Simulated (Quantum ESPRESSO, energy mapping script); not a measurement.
# Fe: exchange couplings from total energies

Wanted: the magnetic order of Fe, its couplings and an estimate of its ordering temperature, by PBEsol, QE, GBRV.

Program: Quantum ESPRESSO 7.5. Level of theory: PBEsol; plane waves, collinear spin, no spin–orbit coupling. Results are calculated unless marked as measured.

Most raw output is cut from this account.

The database entry behind the starting cell differs from later determinations by our own check (an axis about 0.7 % long against later determinations), so it need not match the best structure at ambient conditions.

## Step 1: The starting structure

The structure is cubic, space group Im-3m (No. 229). The conventional cell has a = 2.886 Å, b = 2.886 Å, c = 2.886 Å, α = 90.00°, β = 90.00°, γ = 90.00°. Nearest to Fe lie 8 Fe at 2.50 Å.

Coordinates:

```cif
data_structure
_symmetry_space_group_name_H-M 'P 1'
_symmetry_Int_Tables_number 1
_cell_length_a 2.4993
_cell_length_b 2.4993
_cell_length_c 2.4993
_cell_angle_alpha 109.471
_cell_angle_beta 109.471
_cell_angle_gamma 109.471
_cell_volume 12.02
loop_
_atom_site_label
_atom_site_type_symbol
_atom_site_fract_x
_atom_site_fract_y
_atom_site_fract_z
_atom_site_occupancy
Fe1 Fe 0.00000 0.00000 0.00000 1
```

No correction acts on the open shell here, which makes this the cheap baseline. These runs use Quantum ESPRESSO.

## Step 2: Order 1: parallel, cell A of 2 atoms

The parallel order is the zero of energy for this cell and mesh.

The potential files are GBRV's for PBEsol; pw.x takes the functional from them.

File pw.in:

```
&control
  calculation = 'scf'
  prefix = 'pw'
  outdir = './tmp/'
  pseudo_dir = './pseudo/'
  verbosity = 'low'
/
&system
  ibrav = 0
  nat = 2
  ntyp = 1
  ecutwfc = 45
  ecutrho = 360
  nbnd = 30
  occupations = 'smearing'
  smearing = 'fd'
  degauss = 0.00734986
  nspin = 2
  starting_magnetization(1) = 0.1750
/
&electrons
  conv_thr = 5.0e-09
  electron_maxstep = 120
  mixing_beta = 0.3
  mixing_mode = 'plain'
/
ATOMIC_SPECIES
  Fe 55.8450 Fe.upf
CELL_PARAMETERS angstrom
  -1.44300000 1.44300000 1.44300000
  1.44300000 -1.44300000 1.44300000
  2.88600000 2.88600000 0.00000000
ATOMIC_POSITIONS crystal
  Fe 0.00000000 0.00000000 0.00000000
  Fe 0.50000000 0.50000000 0.50000000
K_POINTS automatic
  15 15 9 0 0 0
```

The run is started by

```
$ OMP_NUM_THREADS=1 mpirun -n 4 pw.x -nk 4 -in pw.in > pw.out
```

Elapsed: 76 s, on 4 MPI ranks of Arm Neoverse V1, shared host; peak memory 0.51 GiB; 5.1 min of CPU time.

Spin moment in the sphere by atom:

```tsv
atom	spin moment in the sphere (μB)
Fe1	2.41
Fe2	2.41
```

The run ends ferromagnetic.

## Step 3: Compensated +− start in cell A (2 atoms)

This order reverses 4 of the 8 neighbours at 2.50 Å and 4 of the 6 neighbours at 2.89 Å, counted for an average magnetic atom.

Edit pw.in of step 2 so:

```diff
@@ -10,6 +10,6 @@
   nat = 2
-  ntyp = 1
+  ntyp = 2
   ecutwfc = 45
   ecutrho = 360
-  nbnd = 30
+  nbnd = 27
   occupations = 'smearing'
@@ -19,2 +19,3 @@
   starting_magnetization(1) = 0.1750
+  starting_magnetization(2) = -0.1750
 /
@@ -27,3 +28,4 @@
 ATOMIC_SPECIES
-  Fe 55.8450 Fe.upf
+  Fe1 55.8450 Fe.upf
+  Fe2 55.8450 Fe.upf
 CELL_PARAMETERS angstrom
@@ -33,4 +35,4 @@
 ATOMIC_POSITIONS crystal
-  Fe 0.00000000 0.00000000 0.00000000
-  Fe 0.50000000 0.50000000 0.50000000
+  Fe1 0.00000000 0.00000000 0.00000000
+  Fe2 0.50000000 0.50000000 0.50000000
 K_POINTS automatic
```

Elapsed: 79 s, on 4 MPI ranks; peak memory 0.49 GiB.

Spin moment in the sphere by atom:

```tsv
atom	spin moment in the sphere (μB)
Fe1	2.21
Fe2	-2.21
```

The run ends antiferromagnetic, 229.54 meV a magnetic atom above the parallel order of its cell (energies taken at zero occupation width, not the printed F).

## Step 4: Parallel start in cell B (2 atoms)

The parallel order again, as the reference for this cell.

This run holds the same structure in another cell (a 2.499 → 2.886 Å, b 2.499 → 2.886 Å, c 4.081 → 2.886 Å, γ 109.5 → 90.0°).

File pw.in:

```
&control
  calculation = 'scf'
  prefix = 'pw'
  outdir = './tmp/'
  pseudo_dir = './pseudo/'
  verbosity = 'low'
/
&system
  ibrav = 0
  nat = 2
  ntyp = 1
  ecutwfc = 45
  ecutrho = 360
  nbnd = 30
  occupations = 'smearing'
  smearing = 'fd'
  degauss = 0.00734986
  nspin = 2
  starting_magnetization(1) = 0.1750
/
&electrons
  conv_thr = 5.0e-09
  electron_maxstep = 120
  mixing_beta = 0.3
  mixing_mode = 'plain'
/
ATOMIC_SPECIES
  Fe 55.8450 Fe.upf
CELL_PARAMETERS angstrom
  0.00000000 -2.88600000 0.00000000
  -2.88600000 0.00000000 0.00000000
  0.00000000 0.00000000 -2.88600000
ATOMIC_POSITIONS crystal
  Fe 0.50000000 0.50000000 0.50000000
  Fe 0.00000000 0.00000000 0.00000000
K_POINTS automatic
  13 13 13 0 0 0
```

It took 18 s on 4 MPI ranks; peak memory 0.33 GiB; 71 s of CPU time.

The run ends ferromagnetic. For each magnetic atom its energy differs from the parallel run of the first cell by 0.70 meV, an error that one common reference would have brought in.

## Step 5: Compensated +− start in cell B (2 atoms)

This order reverses 8 of the 8 neighbours at 2.50 Å and 0 of the 6 neighbours at 2.89 Å, counted for an average magnetic atom.

Edit pw.in of step 4 so:

```diff
@@ -10,6 +10,6 @@
   nat = 2
-  ntyp = 1
+  ntyp = 2
   ecutwfc = 45
   ecutrho = 360
-  nbnd = 30
+  nbnd = 27
   occupations = 'smearing'
@@ -19,2 +19,3 @@
   starting_magnetization(1) = 0.1750
+  starting_magnetization(2) = -0.1750
 /
@@ -27,3 +28,4 @@
 ATOMIC_SPECIES
-  Fe 55.8450 Fe.upf
+  Fe1 55.8450 Fe.upf
+  Fe2 55.8450 Fe.upf
 CELL_PARAMETERS angstrom
@@ -33,4 +35,4 @@
 ATOMIC_POSITIONS crystal
-  Fe 0.50000000 0.50000000 0.50000000
-  Fe 0.00000000 0.00000000 0.00000000
+  Fe1 0.50000000 0.50000000 0.50000000
+  Fe2 0.00000000 0.00000000 0.00000000
 K_POINTS automatic
```

Elapsed: 19 s, on 4 MPI ranks; peak memory 0.33 GiB; 75 s of CPU time.

The run ends antiferromagnetic, 474.44 meV a magnetic atom above the parallel order of its cell (energies taken at zero occupation width, not the printed F).

## Step 6: Order 5: parallel, cell C of 3 atoms

A new cell needs its own zero of energy.

File pw.in:

```
&control
  calculation = 'scf'
  prefix = 'pw'
  outdir = './tmp/'
  pseudo_dir = './pseudo/'
  verbosity = 'low'
/
&system
  ibrav = 0
  nat = 3
  ntyp = 1
  ecutwfc = 45
  ecutrho = 360
  nbnd = 43
  occupations = 'smearing'
  smearing = 'fd'
  degauss = 0.00734986
  nspin = 2
  starting_magnetization(1) = 0.1750
/
&electrons
  conv_thr = 7.5e-09
  electron_maxstep = 120
  mixing_beta = 0.3
  mixing_mode = 'plain'
/
ATOMIC_SPECIES
  Fe 55.8450 Fe.upf
CELL_PARAMETERS angstrom
  -1.44300000 1.44300000 1.44300000
  0.00000000 -2.88600000 2.88600000
  2.88600000 2.88600000 0.00000000
ATOMIC_POSITIONS crystal
  Fe 0.00000000 0.00000000 0.00000000
  Fe 0.66666667 0.66666667 0.33333333
  Fe 0.33333333 0.33333333 0.66666667
K_POINTS automatic
  14 10 10 0 0 0
```

The job ended after 1.7 min (4 MPI ranks; peak memory 0.57 GiB).

The run ends ferromagnetic. For each magnetic atom its energy differs from the parallel run of the first cell by -0.52 meV, an error that one common reference would have brought in.

## Step 7: Order 6: uncompensated ++−, cell C of 3 atoms

File pw.in:

```
&control
  calculation = 'scf'
  prefix = 'pw'
  outdir = './tmp/'
  pseudo_dir = './pseudo/'
  verbosity = 'low'
/
&system
  ibrav = 0
  nat = 3
  ntyp = 2
  ecutwfc = 45
  ecutrho = 360
  nbnd = 40
  occupations = 'smearing'
  smearing = 'fd'
  degauss = 0.00734986
  nspin = 2
  starting_magnetization(1) = 0.1750
  starting_magnetization(2) = -0.1750
/
&electrons
  conv_thr = 7.5e-09
  electron_maxstep = 120
  mixing_beta = 0.3
  mixing_mode = 'plain'
/
ATOMIC_SPECIES
  Fe1 55.8450 Fe.upf
  Fe2 55.8450 Fe.upf
CELL_PARAMETERS angstrom
  -1.44300000 1.44300000 1.44300000
  0.00000000 -2.88600000 2.88600000
  2.88600000 2.88600000 0.00000000
ATOMIC_POSITIONS crystal
  Fe1 0.00000000 0.00000000 0.00000000
  Fe1 0.66666667 0.66666667 0.33333333
  Fe2 0.33333333 0.33333333 0.66666667
K_POINTS automatic
  14 10 10 0 0 0
```

Elapsed: 1.7 min, on 4 MPI ranks; peak memory 0.57 GiB; 6.9 min of CPU time.

The run ends ferrimagnetic, 205.96 meV a magnetic atom above the parallel order of its cell (energies taken at zero occupation width, not the printed F).

## Step 8: Order 7: parallel, cell D of 3 atoms

This run holds the same structure in another cell (b 4.081 → 2.499 Å, c 4.081 → 6.290 Å, α 120.0 → 97.6°, β 90.0 → 97.6°, γ 90.0 → 109.5°).

File pw.in:

```
&control
  calculation = 'scf'
  prefix = 'pw'
  outdir = './tmp/'
  pseudo_dir = './pseudo/'
  verbosity = 'low'
/
&system
  ibrav = 0
  nat = 3
  ntyp = 1
  ecutwfc = 45
  ecutrho = 360
  nbnd = 43
  occupations = 'smearing'
  smearing = 'fd'
  degauss = 0.00734986
  nspin = 2
  starting_magnetization(1) = 0.1750
/
&electrons
  conv_thr = 7.5e-09
  electron_maxstep = 120
  mixing_beta = 0.3
  mixing_mode = 'plain'
/
ATOMIC_SPECIES
  Fe 55.8450 Fe.upf
CELL_PARAMETERS angstrom
  -1.44300000 1.44300000 1.44300000
  1.44300000 -1.44300000 1.44300000
  4.32900000 4.32900000 -1.44300000
ATOMIC_POSITIONS crystal
  Fe 0.00000000 0.00000000 0.00000000
  Fe 0.66666667 0.66666667 0.33333333
  Fe 0.33333333 0.33333333 0.66666667
K_POINTS automatic
  16 16 16 0 0 0
```

Wall time 6.2 min (4 MPI ranks); peak memory 1.3 GiB; 25 min of CPU time.

The run ends ferromagnetic. For each magnetic atom its energy differs from the parallel run of the first cell by -0.40 meV, an error that one common reference would have brought in.

## Step 9: Run 8 (uncompensated ++−; cell D, 3 atoms)

Reversing part of the moments probes the couplings between the two sets.

File pw.in:

```
&control
  calculation = 'scf'
  prefix = 'pw'
  outdir = './tmp/'
  pseudo_dir = './pseudo/'
  verbosity = 'low'
/
&system
  ibrav = 0
  nat = 3
  ntyp = 2
  ecutwfc = 45
  ecutrho = 360
  nbnd = 40
  occupations = 'smearing'
  smearing = 'fd'
  degauss = 0.00734986
  nspin = 2
  starting_magnetization(1) = 0.1750
  starting_magnetization(2) = -0.1750
/
&electrons
  conv_thr = 7.5e-09
  electron_maxstep = 120
  mixing_beta = 0.3
  mixing_mode = 'plain'
/
ATOMIC_SPECIES
  Fe1 55.8450 Fe.upf
  Fe2 55.8450 Fe.upf
CELL_PARAMETERS angstrom
  -1.44300000 1.44300000 1.44300000
  1.44300000 -1.44300000 1.44300000
  4.32900000 4.32900000 -1.44300000
ATOMIC_POSITIONS crystal
  Fe1 0.00000000 0.00000000 0.00000000
  Fe1 0.66666667 0.66666667 0.33333333
  Fe2 0.33333333 0.33333333 0.66666667
K_POINTS automatic
  16 16 16 0 0 0
```

The job ended after 6.4 min (4 MPI ranks; peak memory 1.3 GiB).

The run was stopped unfinished when the time set aside for it ran out, so what it printed is not taken as a result.

## Step 10: Mapping onto a Heisenberg model

Each energy difference is a sum of couplings weighted by the pairs that the order reverses. A few near shells are fitted to the differences by least squares. Energies are those extrapolated to zero occupation width, not the free energies F.

Energies from the parallel order of the same cell:

```tsv
order	atoms	energy (meV a magnetic atom)	moments (μB)	moments kept as typed	opposed neighbours at 2.50, 2.89 Å
parallel in cell A	2	0.00	2.41	yes	0, 0
compensated +− in cell A	2	229.54	2.21	yes	4, 4
parallel in cell B	2	0.00	2.42	yes	0, 0
compensated +− in cell B	2	474.44	1.97	yes	8, 0
parallel in cell C	3	0.00	2.41	yes	0, 0
uncompensated ++− in cell C	3	205.96	2.05 to 2.43	yes	4, 4
parallel in cell D	3	0.00	2.42	yes	0, 0
```

The Heisenberg fit (each pair counts twice, positive J is ferromagnetic):

```tsv
pair	distance (Å)	neighbours	J (meV)
Fe–Fe	2.50	8	29.7
Fe–Fe	2.89	6	-2.43
```

Adding the shell at 4.08 Å gives 30, -6.9 and 2.9 meV and a mean-field temperature of 1791 K, an exact solve that tests nothing.

The script's first fit took in one more shell; these couplings, and the temperatures drawn from them, were computed anew from the same energies.

Limits of this fit: moments change by up to 19 % between orders; 1 of the orders did not finish or lost their signs.

In mean field these couplings order at 1722 K, at q = 0 (the pattern repeats with the chemical cell).

## Step 11: Finite temperature

Mean field ignores fluctuations and overstates the ordering temperature, so the model is also sampled. The heat capacity peaks where order sets in.

Classical unit spins with these couplings on 8×8×4 copies of a cell that holds the lowest order (512 spins), heat-bath sweeps, cooled from random directions, 300 sweeps to settle and 900 measured at each temperature.

```tsv
T (K)	order along the lowest pattern	net moment	heat capacity (k_B a spin)
207	0.95	0.95	0.99
384	0.90	0.90	1.04
562	0.84	0.84	1.22
740	0.78	0.78	1.41
917	0.70	0.70	1.61
1095	0.59	0.59	1.79
1184	0.52	0.52	2.32
1361	0.28	0.28	1.76
1539	0.15	0.15	0.66
1717	0.10	0.10	0.32
1894	0.09	0.09	0.28
```

The smoothed heat capacity peaks at 1211 K.

## Step 12: Against another level

The first set of orders, under PBE, QE, GBRV, took 81 min of CPU time summed over its finished orders (seed run apart), these 51 min.

The two sets resolve different shells, so couplings and temperatures are not set side by side. The lowest order is parallel here and parallel in the first set.

## Step 13: What came out

| Item | Value |
| --- | --- |
| lowest order tried | parallel |
| largest fitted value, Fe–Fe at 2.50 Å | 29.7 meV |
| ordering temperature, mean field | 1722 K |
| heat-capacity peak, Monte Carlo | 1211 K |

What this shows: Of the orders tried, Fe prefers parallel moments under PBEsol, QE, GBRV, and the heat capacity of the fitted model peaks near 1211 K (Monte Carlo, classical spins). The largest fitted coupling is the Fe–Fe pair at 2.50 Å, ferromagnetic at 30 meV. The orders also reverse pairs at 4.08, 4.79 and 5.00 Å, which are not fitted, so the fitted values hold their part too. With 3 differences for 2 couplings the fit misses by 12 meV at most, a small part of the spread. Taking in the shell at 4.08 Å as well gives 30, -6.9 and 2.9 meV and a mean-field temperature of 1791 K. The shorter fit, which has an equation to spare, is the one used. In the fitted orders moments change by up to 19 % against the parallel run of the same cell, so a model of fixed spins is doubtful here. Every order is gapless on its mesh at this level. In a metal exchange reaches farther, and a short model of fixed moments is less apt. Monte Carlo puts the peak at 0.70 of the mean-field temperature, since mean field leaves out fluctuations. In tests on simple cubic and body-centred models such peaks lay 5 to 6 % under the bulk value.

1 further run of the session is left out of this account and of its counts and ranges: runs hit by known faults of a program or its files, repeats, responses too ill-conditioned to give a U, cells squeezed past sense, harmless faults, or fits whose shells could not be counted again from the structure.

[Logs and program files are shortened in this print: banners, set-up blocks, solver, clock and traceback lines can be left out without a mark of their own.]

[Logs are printed without paths, hosts, clocks, repeated set-up lines and the standing remarks that a program may print on its own settings, such as how far it seeks lower states.]

[Hosts, paths, dates, database ids (printed as entryN), source tags and the programs' standing remarks are cut or masked in the printed files.]

[Where a cell is said to come from a database of computed structures, the database is the Materials Project.]
